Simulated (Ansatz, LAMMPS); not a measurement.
# Squeezing and shearing amorphous 62In2O3-38SiO2 (mol %) (89 atoms): runs compared

Aim: relax amorphous 62In2O3-38SiO2 (mol %) (89 atoms), then change its volume and shape to read moduli from the stress.

Computed with Ansatz 0.2.0: Kohn-Sham DFT, r2SCAN, PAW (set soft_1), plane waves.

### Step 1. The cell as built

The cell holds 89 atoms: 26 In, 8 Si and 55 O. Its edges and angles: a = 10.779 Å, b = 10.779 Å, c = 10.779 Å, α = 90.0°, β = 90.0°, γ = 90.0°. 89 atoms (26 Sc, 8 Si, 55 O) placed at random at 3.2 g/cm³, melted at 5000 K for 10 ps at fixed volume with the Morse and Coulomb pair potential with partial charges (Pedone, Malavasi, Menziani, Cormack and Segre, J. Phys. Chem. B 110, 11780 (2006)). Quenched from 5000 K to 300 K at 50 K/ps and fixed volume, held 10 ps at zero pressure, then minimised at fixed cell. Then Sc was replaced by In and the cell scaled by 1.031 (the potential has no terms for the new elements, so the cell is a start for a DFT relaxation).

What the set-up can't give: The quench rate of 50 K/ps is orders of magnitude faster than experiment, which tends to freeze in extra defects. The starting topology of bonds comes from the classical model, and needn't be the one that DFT or experiment would give. Sampling is at Γ alone.

### Step 2. The reference run

The reference is a single point at the end of the relaxation.

Every strained cell starts from the geometry of this run, and its atoms are relaxed with the cell held.

Its input, with most atom lines left out:

```yaml
crystal:
  lattice:
    - [10.32103, -0.14174, -0.1214]
    - [-0.14174, 10.52248, 0.07592]
    - [-0.1214, 0.07592, 10.63713]
  atoms:
    - { symbol: In, position: [0.53725, 0.43914, 0.25995] }
    - { symbol: In, position: [0.35283, 0.68308, 0.5346] }
    - { symbol: In, position: [0.44618, 0.68079, 0.92519] }
    - { symbol: In, position: [0.88232, 0.1297, 0.64902] }
    - { symbol: In, position: [0.5751, 0.1765, 0.78494] }
    - { symbol: In, position: [0.13687, 0.65689, 0.06164] }
    - { symbol: In, position: [0.79345, 0.61645, 0.41473] }
    [... atom lines 8 to 89 left out ...]
kpoints:
  mp_grid: { grid: [1, 1, 1] }
hamiltonian:
  xc: r2scan
  pseudopotentials: { kind: paw, azcp: { folder: soft_1 } }
scf:
  occupations: { method: gaussian, width: 0.025 }
output:
  forces: true
  stress: true
  populations: true
  dos:
    method: { smearing: { sigma: 0.1 } }
    de: 0.1
    projected: { site_lists: { In: [In], O: [O], Si: [Si] } }
  eigenvalues: true
  write_density: true
  write_potential: true
  volumetric_format: npy
```

| Item | Value |
| --- | --- |
| free energy per atom | -2048.6387 eV/atom |
| r.m.s. force component | 0.00708 eV/Å |
| pressure | 0.01005 GPa |

Filled and empty levels are parted by 1.62 eV (at Γ alone); a semilocal functional tends to put such gaps too low. In a disordered cell it changes from sample to sample, and tail or defect levels can set it.

### Step 3. The runs

Each row is one run, on 4 threads of Arm Neoverse V1, shared host. The free energy is the program's total, comparable only between runs with the same functional, potentials and atoms.

```
                                 run  atoms    outcome  ionic steps, all passes  free energy (eV)     time  host memory (GiB)
           Single point at the start     89  converged                        -       -182324.636     53 s                3.5
              Cell and atoms relaxed     89  converged                        9       -182328.848  6.2 min                3.5
Single point at the relaxed geometry     89  converged                        -       -182328.848     70 s                3.4
                         Volume -3 %     89  converged                        9       -182328.638  5.9 min                3.3
                         Volume +3 %     89  converged                        6       -182328.585  4.4 min                3.5
                         Volume -6 %     89  converged                       11       -182327.773  7.3 min                3.2
                         Volume +6 %     89  converged                        7       -182327.818  5.5 min                3.5
                        Volume -10 %     89  converged                       26       -182326.806   17 min                3.0
            Stretched by 1 % along x     89  converged                        5       -182328.798  4.1 min                3.4
           Compressed by 1 % along x     89  converged                        5       -182328.798    4 min                3.3
                Sheared by 2 % in xy     89  converged                        5       -182328.790  4.1 min                3.4
```

In some runs the program notes that the SCF threshold is loose for the stress.

### Step 4. Pressure against volume

Atoms are relaxed at each volume, in the scaled cell.

```
volume change (%)  volume (Å³/atom)  energy change (meV/atom)  pressure (GPa)  largest move on relaxing (Å)  bonds  gap (eV)
              -10            11.678                     22.95            8.96                          1.37    193                1.80
               -6            12.197                     12.09            5.34                          0.62    184                1.65
               -3            12.586                      2.36            2.51                          0.62    180                1.65
               +0            12.975                      0.00            0.01                             -    178                1.62
               +3            13.365                      2.96           -2.40                          0.16    173                1.50
               +6            13.754                     11.57           -4.65                          0.29    173                1.40
```

### Step 5. Uniaxial strain and shear

Stress (GPa, compression positive) less that of the relaxed cell, atoms relaxed:

```
                   strain      xx      yy      zz      xy  energy change (meV/atom)
 stretched by 1 % along x  -1.395  -0.595  -0.581   0.045                      0.56
compressed by 1 % along x   1.398   0.630   0.646  -0.098                      0.57
     sheared by 2 % in xy   0.080   0.087   0.016  -0.828                      0.66
```

### Step 6. Findings

The bulk modulus, from the slope of pressure against ln V over the three points nearest the relaxed volume, is 81.9 GPa; between neighbouring points the slope runs 83, 90, 82, 82 and 78 GPa from the smallest volume up, without a steady fall, so no pressure derivative is given. The count of bonds runs from 173 to 193 over the series, so at some points contacts cross the cutoffs. At -10 %, -6 % and -3 % some atom moved by over 0.5 Å on relaxing, so those points may sit in another local minimum. The gap goes from 1.80 eV at the smallest volume to 1.40 eV at the largest, -2.2 eV per unit of ln V by a straight line, not monotonically (lowest 1.40, highest 1.80 eV), on the run's k-points. In the Cartesian axes of the cell, finite differences give C11 = 140, C12 = 61.3, C13 = 61.4 and C66 = 41.4 GPa (the shear of 2 % is the engineering strain, εxy = 0.01). The mean of C11, C12 and C13, which equals the bulk modulus in a cubic or isotropic solid, is 87.4 GPa: it agrees with the bulk modulus within 10 %. For an isotropic solid C66 would equal (C11 − C12)/2 = 39.2 GPa; so small a sample needn't be isotropic, and C66 rests on one shear. With the bulk modulus and C66 as K and G, Young's modulus would be about 106 GPa and Poisson's ratio 0.28.

**Limits.** Strains are finite and relaxations stop at the force tolerance of the input, which can leave moduli too stiff; they are those of a static cell at zero temperature. Volumes are changed with the cell's shape held, so in an anisotropic solid the modulus lies over the one under free hydrostatic load. The program notes that the SCF threshold of the relaxations is loose for the stress.

The DFT runs together took 61 min of wall time.

[Logs are printed without paths, hosts, clocks, repeated set-up lines and the standing remarks that a program may print on its own settings, such as how far it seeks lower states.]

[Hosts, paths, dates, database ids (printed as entryN), source tags and the programs' standing remarks are cut or masked in the printed files.]
